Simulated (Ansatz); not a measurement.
**Fe chain started as a zigzag under tension and compression**

Wanted: energy, moment and open channels of the Fe chain started as a zigzag from 12 % compression to 30 % stretch.

Main program and level: Ansatz 0.2.0; DFT PBE, plane waves, PAW; relaxation of a chain's period, in the first sound run; inputs show where later runs differ.

## (1) The starting structure

The cell holds 2 atoms: 2 Fe. Its edges and angles: a = 9.000 Å, b = 7.500 Å, c = 4.429 Å, α = 90.0°, β = 90.0°, γ = 90.0°. Vacuum lies along a and b. The structure's axis is c.

## (2) Relaxation of atoms and period

Band widths follow the bond lengths, so the chain is relaxed first. The atoms and the third cell vector are free; the box across stays fixed as vacuum. Moments are seeded so that a magnetic state can form if it lies lower. A Fermi-Dirac smearing is set since the result may be a metal. The pressure printed is a third of the stress's trace over the whole box, vacuum included; only the stress along the axis is relaxed.

input.yaml

```yaml
crystal:
  lattice:
    - [9.0, 0.0, 0.0]
    - [0.0, 7.5, 0.0]
    - [0.0, 0.0, 4.4288651258]
  atoms:
    - { symbol: Fe, position: [0.434586962, 0.5, 0.0], spin: 3.0 }
    - { symbol: Fe, position: [0.565413038, 0.5, 0.5], spin: 3.0 }
magnetization:
  spin_polarized: true
kpoints:
  mp_grid: { grid: [1, 1, 19] }
scf:
  occupations: { method: fermi_dirac, width: 0.05 }
hamiltonian:
  xc: pbe
relax:
  cell: { fix: [a, b, alpha, beta, gamma] }
  max_steps: 60
```

Started as:

```sh
> ansatz run input.yaml --threads 4 --pin off --max-ram 8192MiB --backend cpu --events-out ev --progress --plain --runs-dir out
```

Numbers of over 12 decimals in the logs are rounded to 6 here.

Log:

```text
Engine: ansatz 0.2.0, aarch64-unknown-linux-gnu
Pseudopotentials: kind: paw
Pseudopotential: Fe, paw, valence charge 16, recommended cutoff 420 eV (normal), Fe.paw.azcp
Functional definition: PBE
  parameter kappa = 0.804
  parameter beta = 0.066725
  exchange = pbe_x(kappa = kappa, mu = beta*pi^2/3)
  correlation = pbe_c(beta = beta)
Crystal: 2 atoms, lattice volume = 298.948 Å³
Basis set: ecut = 420 eV, 5869 PW (Γ), exchange–correlation on 128×108×60 points (8 copies of the dense FFT grid, shifted against one another)
Bands: 23, of which v1, the nominal top of the filled ones, is band 16 counted from 1 (15 counted from 0)
Symmetry: 8 space group operations
Space group: Pmma (ITA 51), of the structure as read, at distance tolerance 6.7e-5 Å
Magnetic group: BNS 51.289 (UNI 387), of the structure as read, at distance tolerance 6.7e-5 Å
k-points: 10 of 19
Non-local potential: Fe, projectors of the file, l = 0: 3, l = 1: 2, l = 2: 3, l = 3: 1
PAW form: soft (Blöchl's): semilocal exchange-correlation on the pseudo side does not see the compensation charge
PAW one-centre angular grid: Fe, 590 points (default); XC on 64 Gauss nodes
Initial density: superposition of atomic densities (neutral atoms: chi_scale 0, normalization atom)
Starting moments: Σ|m| = 6 μB on 2 of 2 sites
Initial wavefunctions: pseudopotential atomic-orbital guess
Functional: x = pbe(κ = 0.804, μ = 0.219515), c = pbe(β = 0.066725)
SCF iter   1: F=—  HF=-8953.080755 eV  |F-HF|=—  |Δ(HF+E_count)|=         —  Δρ=2.69e-2 (↑2.69e-2 ↓1.53e-2)  dr2=4.22e0  dr2_m=6.37e-1  M=6.444 μB ∫|m|=6.475 μB  β_m=0.30  ethr=3.10e-3  ⟨swp⟩=6.0  Hψ=2244  notcnv=0
Mixer restart at iter 1: flushing history
preconditioner: auto → LDOS  [metal: Δε(μ)=0.002 eV  Ē_g=3.598 eV  σ=0.050 eV  W_gap=0.01  n_scr=38 (ndim 8)  ℏωp=8.6 eV  f_vac=0.685  D(μ)=8.92/eV (n_scr^D=72)]
spin=Collinear: LDOS preconditioning applied to the charge; magnetization (m = ρ↑ − ρ↓) channel mixes plain (no charge-response kernel on spin).
SCF iter   2: F=—  HF=-8953.456869 eV  |F-HF|=—  |Δ(HF+E_count)|=   3.76e-1  Δρ=1.51e-2 (↑1.51e-2 ↓1.19e-2)  dr2=1.56e0  dr2_m=3.20e-1  M=6.455 μB ∫|m|=6.525 μB  β_m=0.54  ethr=3.10e-3  ⟨swp⟩=3.0  Hψ=962  notcnv=0  defer=1
SCF iter   3: F=—  HF=-8954.226209 eV  |F-HF|=—  |Δ(HF+E_count)|=   7.69e-1  Δρ=3.84e-3 (↑3.84e-3 ↓2.53e-3)  dr2=5.99e-2  dr2_m=1.49e-2  M=6.444 μB ∫|m|=6.613 μB  β_m=0.57  ethr=3.10e-3  ⟨swp⟩=3.3  Hψ=867  notcnv=0  defer=1
SCF iter   4: F=—  HF=-8954.345030 eV  |F-HF|=—  |Δ(HF+E_count)|=         —  Δρ=2.03e-3 (↑1.53e-3 ↓2.03e-3)  dr2=1.64e-2  dr2_m=2.54e-3  M=6.435 μB ∫|m|=6.648 μB  β_m=0.57  ethr=1.87e-4  ⟨swp⟩=3.5  Hψ=1058  notcnv=0  defer=1
Mixer restart at iter 4: flushing history
SCF iter   5: F=—  HF=-8954.354982 eV  |F-HF|=—  |Δ(HF+E_count)|=   9.95e-3  Δρ=1.06e-3 (↑5.94e-4 ↓1.06e-3)  dr2=2.73e-3  dr2_m=1.02e-3  M=6.427 μB ∫|m|=6.649 μB  β_m=0.75  ethr=5.12e-5  ⟨swp⟩=2.0  Hψ=759  notcnv=0  defer=1
SCF iter   6: F=—  HF=-8954.362930 eV  |F-HF|=—  |Δ(HF+E_count)|=   7.95e-3  Δρ=7.42e-4 (↑6.27e-4 ↓7.42e-4)  dr2=3.00e-3  dr2_m=3.13e-4  M=6.426 μB ∫|m|=6.662 μB  β_m=0.80  ethr=8.52e-6  ⟨swp⟩=2.6  Hψ=881  notcnv=0  defer=1
SCF iter   7: F=—  HF=-8954.363732 eV  |F-HF|=—  |Δ(HF+E_count)|=   8.02e-4  Δρ=1.93e-4 (↑1.77e-4 ↓1.93e-4)  dr2=1.61e-4  dr2_m=2.41e-5  M=6.424 μB ∫|m|=6.668 μB  β_m=0.80  ethr=8.52e-6  ⟨swp⟩=2.0  Hψ=804  notcnv=0  defer=1
SCF iter   8: F=—  HF=-8954.363794 eV  |F-HF|=—  |Δ(HF+E_count)|=   6.20e-5  Δρ=1.13e-4 (↑1.13e-4 ↓7.06e-5)  dr2=5.40e-5  dr2_m=6.15e-6  M=6.425 μB ∫|m|=6.670 μB  β_m=0.83  ethr=5.02e-7  ⟨swp⟩=2.0  Hψ=721  notcnv=0  defer=1
SCF iter   9: F=—  HF=-8954.363808 eV  |F-HF|=—  |Δ(HF+E_count)|=   1.39e-5  Δρ=4.61e-5 (↑4.61e-5 ↓3.26e-5)  dr2=1.16e-5  dr2_m=9.86e-7  M=6.425 μB ∫|m|=6.670 μB  β_m=0.83  ethr=1.69e-7  ⟨swp⟩=2.0  Hψ=664  notcnv=0  defer=1
SCF iter  10: F=—  HF=-8954.363808 eV  |F-HF|=—  |Δ(HF+E_count)|=   5.14e-7  Δρ=6.18e-6 (↑2.25e-6 ↓6.18e-6)  dr2=8.42e-8  dr2_m=3.13e-8  M=6.425 μB ∫|m|=6.671 μB  β_m=0.87  ethr=3.62e-8  ⟨swp⟩=2.0  Hψ=721  notcnv=0  defer=1
SCF iter  11: F=-8954.363808 eV  HF=-8954.363808 eV  |F-HF|=2.40e-8  |Δ(HF+E_count)|=   2.73e-7  Δρ=2.49e-6 (↑2.49e-6 ↓1.66e-6)  dr2=3.14e-8  dr2_m=2.83e-9  M=6.425 μB ∫|m|=6.671 μB  ethr=2.63e-10  ⟨swp⟩=2.0  Hψ=1642  notcnv=0
SCF 1 converged in 11 iterations: F = -8954.363808 eV  dr2 = 3.14e-8
  greatest PAW one-centre occupation: 1.004 electrons in one spin orbital (limit 2), on the Fe atom at site 1 (counted from 0), in its partial waves of l = 1
relax step   1: F+E_penalty+E_count = -8954.36380780 eV  Δ(F+E_penalty+E_count) = +0.000e0 eV  max|allowed force component| = 9.076e-1 eV/Å  Δτ_max = 0.0000 Å  P = -1.181 GPa  Ω = 298.948 Å³  fix = [a, b, alpha, beta, gamma]  reactions: a -0.622, b -0.124 GPa  (11 SCF iters, dr2 threshold 1.00e-7 eV, accepted)
Crystal: 2 atoms, lattice volume = 286.155 Å³
Basis set: ecut = 420 eV, 5577 PW (Γ), exchange–correlation on 128×108×60 points (8 copies of the dense FFT grid, shifted against one another)
Initial density: handed on by an earlier stage of this run
Starting moments: Σ|m| = 6 μB on 2 of 2 sites; this step starts from the density that it was given
Initial wavefunctions: those handed on with the density
iter 1 solved again at ethr=1.60e-4 eV; its pass at ethr=3.10e-3 eV (dr2=5.12e-2 eV) is discarded
SCF iter   1: F=—  HF=-8954.648068 eV  |F-HF|=—  |Δ(HF+E_count)|=         —  Δρ=5.14e-3 (↑3.47e-3 ↓5.14e-3)  dr2=5.37e-2  dr2_m=2.97e-2  M=6.363 μB ∫|m|=6.544 μB  β_m=0.30  ethr=1.60e-4  ⟨swp⟩=1.5  Hψ=2846  notcnv=0
preconditioner: auto → LDOS  [metal: Δε(μ)=0.043 eV  Ē_g=3.781 eV  σ=0.050 eV  W_gap=0.21  n_scr=38 (ndim 8)  ℏωp=8.8 eV  f_vac=0.721  D(μ)=4.43/eV (n_scr^D=20)]
spin=Collinear: LDOS preconditioning applied to the charge; magnetization (m = ρ↑ − ρ↓) channel mixes plain (no charge-response kernel on spin).
SCF iter   2: F=—  HF=-8954.647894 eV  |F-HF|=—  |Δ(HF+E_count)|=   1.75e-4  Δρ=3.80e-3 (↑2.11e-3 ↓3.80e-3)  dr2=1.50e-2  dr2_m=1.67e-2  M=6.349 μB ∫|m|=6.529 μB  β_m=0.55  ethr=1.60e-4  ⟨swp⟩=2.1  Hψ=643  notcnv=0
SCF iter   3: F=—  HF=-8954.665404 eV  |F-HF|=—  |Δ(HF+E_count)|=   1.75e-2  Δρ=1.29e-3 (↑1.16e-3 ↓1.29e-3)  dr2=3.16e-3  dr2_m=2.48e-3  M=6.325 μB ∫|m|=6.506 μB  β_m=0.63  ethr=4.69e-5  ⟨swp⟩=3.1  Hψ=916  notcnv=0
SCF iter   4: F=—  HF=-8954.667284 eV  |F-HF|=—  |Δ(HF+E_count)|=   1.88e-3  Δρ=7.38e-4 (↑2.64e-4 ↓7.38e-4)  dr2=4.45e-4  dr2_m=5.79e-4  M=6.308 μB ∫|m|=6.488 μB  β_m=0.81  ethr=9.89e-6  ⟨swp⟩=2.5  Hψ=828  notcnv=0
[...]
relax step  10: F+E_penalty+E_count = -8956.34211650 eV  Δ(F+E_penalty+E_count) = -2.700e-1 eV  max|allowed force component| = 9.347e-2 eV/Å  Δτ_max = 0.0140 Å  P = -0.777 GPa  Ω = 184.592 Å³  energy of the carried Pulay correction = +6.630e-3 eV  fix = [a, b, alpha, beta, gamma]  reactions: a +0.263, b -0.155 GPa  (9 SCF iters, dr2 threshold 2.00e-7 eV, accepted)
relax step  11: F+E_penalty+E_count = -8956.46951255 eV  Δ(F+E_penalty+E_count) = -1.274e-1 eV  max|allowed force component| = 5.751e-2 eV/Å  Δτ_max = 0.0411 Å  P = +0.012 GPa  Ω = 169.644 Å³  energy of the carried Pulay correction = +7.734e-3 eV  fix = [a, b, alpha, beta, gamma]  reactions: a +0.035, b -0.165 GPa  (8 SCF iters, dr2 threshold 2.00e-7 eV, accepted)
relax step  12: F+E_penalty+E_count = -8956.46933337 eV  Δ(F+E_penalty+E_count) = +1.792e-4 eV  max|allowed force component| = 1.451e-1 eV/Å  Δτ_max = 0.0130 Å  P = +0.111 GPa  Ω = 170.644 Å³  energy of the carried Pulay correction = +7.658e-3 eV  fix = [a, b, alpha, beta, gamma]  (7 SCF iters, dr2 threshold 2.00e-7 eV, rejected (line search))
relax step  13: F+E_penalty+E_count = -8956.47014508 eV  Δ(F+E_penalty+E_count) = -6.325e-4 eV  max|allowed force component| = 2.539e-2 eV/Å  Δτ_max = 0.0034 Å  P = +0.004 GPa  Ω = 170.132 Å³  energy of the carried Pulay correction = +7.697e-3 eV  fix = [a, b, alpha, beta, gamma]  reactions: a +0.089, b -0.165 GPa  (11 SCF iters, accepted)
relax step  14: F+E_penalty+E_count = -8956.47030668 eV  Δ(F+E_penalty+E_count) = -1.616e-4 eV  max|allowed force component| = 1.394e-4 eV/Å  Δτ_max = 0.0027 Å  P = -0.011 GPa  Ω = 170.598 Å³  energy of the carried Pulay correction = +7.661e-3 eV  fix = [a, b, alpha, beta, gamma]  reactions: a +0.132, b -0.164 GPa  (7 SCF iters, dr2 threshold 4.03e-8 eV, accepted)
Basis set: ecut = 420 eV, 3347 PW (Γ), exchange–correlation on 128×108×36 points (8 copies of the dense FFT grid, shifted against one another)
Initial wavefunctions: pseudopotential atomic-orbital guess (no wavefunctions were taken with the density)
iter 1 solved again at ethr=1.86e-6 eV; its pass at ethr=3.10e-3 eV (dr2=5.95e-4 eV) is discarded
SCF iter   1: F=—  HF=-8956.465921 eV  |F-HF|=—  |Δ(HF+E_count)|=         —  Δρ=2.60e-4 (↑2.20e-4 ↓2.60e-4)  dr2=2.62e-4  dr2_m=4.51e-6  M=6.324 μB ∫|m|=6.577 μB  β_m=0.65  ethr=1.86e-6  ⟨swp⟩=3.0  Hψ=3293  notcnv=0
preconditioner: auto → LDOS  [metal: Δε(μ)=0.080 eV  Ē_g=4.741 eV  σ=0.050 eV  W_gap=0.34  n_scr=10 (ndim 8)  ℏωp=11.4 eV  f_vac=0.678  D(μ)=1.70/eV (n_scr^D=8)]
spin=Collinear: LDOS preconditioning applied to the charge; magnetization (m = ρ↑ − ρ↓) channel mixes plain (no charge-response kernel on spin).
SCF iter   2: F=—  HF=-8956.465941 eV  |F-HF|=—  |Δ(HF+E_count)|=   2.02e-5  Δρ=1.38e-4 (↑1.38e-4 ↓8.79e-5)  dr2=7.61e-5  dr2_m=1.77e-6  M=6.323 μB ∫|m|=6.576 μB  β_m=0.62  ethr=8.19e-7  ⟨swp⟩=1.9  Hψ=540  notcnv=0
SCF iter   3: F=—  HF=-8956.465942 eV  |F-HF|=—  |Δ(HF+E_count)|=   1.35e-6  Δρ=4.46e-5 (↑2.82e-5 ↓4.46e-5)  dr2=4.10e-6  dr2_m=4.93e-7  M=6.322 μB ∫|m|=6.575 μB  β_m=0.67  ethr=2.38e-7  ⟨swp⟩=1.6  Hψ=517  notcnv=0
SCF iter   4: F=—  HF=-8956.465946 eV  |F-HF|=—  |Δ(HF+E_count)|=   3.72e-6  Δρ=4.67e-5 (↑4.67e-5 ↓1.47e-5)  dr2=4.57e-6  dr2_m=5.39e-7  M=6.322 μB ∫|m|=6.575 μB  β_m=0.67  ethr=1.28e-8  ⟨swp⟩=2.0  Hψ=843  notcnv=0
SCF iter   5: F=—  HF=-8956.465947 eV  |F-HF|=—  |Δ(HF+E_count)|=   5.95e-7  Δρ=4.24e-6 (↑4.07e-6 ↓4.24e-6)  dr2=1.01e-7  dr2_m=1.64e-8  M=6.322 μB ∫|m|=6.575 μB  β_m=0.63  ethr=1.28e-8  ⟨swp⟩=2.0  Hψ=706  notcnv=0
SCF iter   6: F=—  HF=-8956.465947 eV  |F-HF|=—  |Δ(HF+E_count)|=   1.79e-9  Δρ=1.73e-6 (↑1.35e-6 ↓1.73e-6)  dr2=4.18e-9  dr2_m=2.26e-9  M=6.322 μB ∫|m|=6.575 μB  β_m=0.73  ethr=3.15e-10  ⟨swp⟩=2.0  Hψ=624  notcnv=0
SCF iter   7: F=—  HF=-8956.465947 eV  |F-HF|=—  |Δ(HF+E_count)|=   2.97e-8  Δρ=6.71e-7 (↑6.71e-7 ↓4.94e-7)  dr2=1.22e-9  dr2_m=1.60e-10  M=6.322 μB ∫|m|=6.575 μB  β_m=0.71  ethr=1.31e-11  ⟨swp⟩=2.4  Hψ=707  notcnv=0
SCF iter   8: F=—  HF=-8956.465948 eV  |F-HF|=—  |Δ(HF+E_count)|=   1.55e-6  Δρ=9.80e-8 (↑6.25e-8 ↓9.80e-8)  dr2=2.99e-11  dr2_m=3.98e-12  M=6.322 μB ∫|m|=6.575 μB  β_m=0.78  ethr=3.81e-12  ⟨swp⟩=3.2  Hψ=903  notcnv=0
SCF iter   9: F=-8956.465948 eV  HF=-8956.465948 eV  |F-HF|=1.04e-10  |Δ(HF+E_count)|=  7.35e-10  Δρ=3.00e-8 (↑2.32e-8 ↓3.00e-8)  dr2=1.52e-12  dr2_m=7.56e-13  M=6.322 μB ∫|m|=6.575 μB  ethr=1.00e-12  ⟨swp⟩=4.5  Hψ=1952  notcnv=0
SCF 15 converged in 9 iterations: F = -8956.465948 eV  dr2 = 1.52e-12
relax step  15: F+E_penalty+E_count = -8956.46594823 eV  Δ(F+E_penalty+E_count) = +4.358e-3 eV  max|allowed force component| = 1.011e-3 eV/Å  Δτ_max = 0.0000 Å  P = -0.013 GPa  Ω = 170.598 Å³  fix = [a, b, alpha, beta, gamma]  reactions: a +0.136, b -0.165 GPa  stress off target by 1.06e-2 GPa on what of the cell is left free  SCF on the basis re-selected at this cell (its energy is not comparable with the rows above)  (9 SCF iters)
basis re-selected at this cell: Δ(F+E_penalty+E_count) = +4.358e-3 eV, ΔP = -0.002 GPa vs the last step (what re-selecting the basis moved, of the pressure what is left beyond the Pulay correction that the steps carried, after the strain that the cell walked since its last selection, with what the two solves' SCF thresholds leave and, on support functions, any second-order correction that the steps lacked; it is no measure of the basis error at this ecutwfc). The dense FFT grid was sized anew with the basis: this SCF ran on 64×54×18 points, the steps before it on 64×54×30, so part of this shift can come from that change (see relax.cell in the input reference). [rest of the remark cut]
SCF converged after 9 iterations
Magnetization: 6.3222 μB (19.1611 up, 12.8389 down)
Absolute magnetization: 6.5760 μB (∫|ρ↑−ρ↓|, with the PAW one-centre terms)
Spin contamination: 0.0914 ħ² per cell (⟨S²⟩ above its minimum at these occupations)
Per-site moments (μB) at R_I (Å): [(2.790913, 0.922108), (2.790913, 0.922108)]
Free energy (F): -8956.465948 eV
Harris-Foulkes:  -8956.465948 eV  (|F-HF|=1.04e-10)
Internal energy: -8956.452240 eV  (E = F + TS)
E sigma→0 (E₀):  -8956.459094 eV
Entropy (-TS):   -0.013708 eV (-6.854 meV/atom)
Fermi energy:    -0.744409 eV
--- Per-component energies (eV) ---
  E_band       = -1040.061393
  E_kinetic    = 696.019459
  E_local      = -13036.642466  (includes V_loc(G=0)·N_el)
  E_nonlocal   = 452.444801
  E_hartree    = 5879.443496
  E_xc         = -228.815308
  E_vxc        = -293.987904  (∫ρ·V_xc dr)
  E_paw        = -2743.649043  (= ΣΔE_a)
  E_vpaw       = -616.783927  (= ΣTr[D̂ρ^β])
  E_aug_tail   = 0.001663  (compensation charges beyond the density's cutoff)
  E_ewald      = 24.745158
  E_smearing   = -0.013708  (= −TS)
  E_closure    = -0.000000  (closes the sum)
  Σ components = -8956.465948   (vs F -8956.465948, Δ=0.00e0)
--- Forces (eV/Å), atoms counted from 1 ---
  atom   1  Fe    -0.00101098     0.00000000     0.00000000
  atom   2  Fe     0.00101098     0.00000000     0.00000000
  max |Σ_I F_I| component: 0.00e0 eV/Å
--- Stress (GPa, compression-positive) ---
        0.135597       0.000000       0.000000
        0.000000      -0.165104       0.000000
        0.000000       0.000000      -0.010566
  P = ⅓ Tr σ = -0.0134 GPa (-0.134 kbar)
--- Relaxed structure (14 steps of the walk, 13 accepted, 1 SCFs on fresh bases) ---
  F+E_penalty+E_count = -8956.46594823 eV   max|allowed force component| = 1.011e-3 eV/Å   (the final SCF, on the basis selected at the relaxed cell)
  cell:  # Å, volume = 170.5979 Å³
    - [9.0, 0.0, 0.0]
    - [0.0, 7.5, 0.0]
    - [0.0, 0.0, 2.527376]
  atoms:
    - { symbol: Fe, position: [0.397558, 0.5, 0.0] }
    - { symbol: Fe, position: [0.602442, 0.5, 0.500000] }
```

Run time: 41 s. Hardware: 4 threads of Arm Neoverse V2, shared host; peak memory 0.6 GiB.

Relaxation path:

```tsv
step	energy less that of the first step (eV)	largest force component (eV/Å)	pressure (GPa)	volume (Å³)
1	0.0000	0.9076	-1.18	298.95
2	-0.3045	0.5078	-0.86	286.15
3	-0.4166	0.5584	0.04	271.76
4	-0.4839	0.4163	-0.15	266.65
5	-0.5966	0.3865	-0.18	251.70
6	-0.7103	0.8539	-0.17	243.24
7	-1.0356	0.6902	-1.54	228.51
8	-1.3787	0.3101	-1.43	213.90
9	-1.7083	0.2197	-1.28	199.16
10	-1.9783	0.0935	-0.78	184.59
11	-2.1057	0.0575	0.01	169.64
12	-2.1055	0.1451	0.11	170.64
13	-2.1063	0.0254	0.00	170.13
14	-2.1065	0.0001	-0.01	170.60
15*	-2.1021	0.0010	-0.01	170.60
```

Relaxation steps marked * repeat the geometry before them on a plane-wave basis chosen anew for their cell, so energy and pressure can jump there. Relaxation step 12 was tried and not accepted.

Forces are held to the 8 operations that the run works with; a distortion that breaks them can't arise in this run.

```tsv
cell as run	before	after	change
c (Å)	4.429	2.527	-42.9 %
```

The atoms that moved most (Å, along periodic axes as changes of fractional coordinates times the final cell, across vacuum about the mean position):

```tsv
atom	dx	dy	dz	length
Fe1	-0.333	0.000	0.000	0.333
Fe2	0.333	0.000	0.000	0.333
```

The relaxed structure:

```xyz
2
Lattice="9.0000 0.0000 0.0000 0.0000 7.5000 0.0000 0.0000 0.0000 2.5274" Properties=species:S:1:pos:R:3
Fe    3.5780    3.7500    0.0000
Fe    5.4220    3.7500    1.2637
```

This step gave:

```
energy at zero smearing    : -8956.4591 eV
total moment               : 6.322 μB
absolute moment            : 6.576 μB
cell length along the wire : 2.527 Å
```

Site moment by atom:

```tsv
atom	site moment (μB)
Fe1	2.79
Fe2	2.79
```

The cell's length comes to 2.527 Å with an absolute moment of 6.58 μB a cell. That is -43 % against the start, more than a small adjustment.

[end of part 1 of 4]

[Logs are printed without paths, hosts, clocks, repeated set-up lines and the standing remarks that a program may print on its own settings, such as how far it seeks lower states.]

[Hosts, paths, dates, database ids (printed as entryN), source tags and the programs' standing remarks are cut or masked in the printed files.]
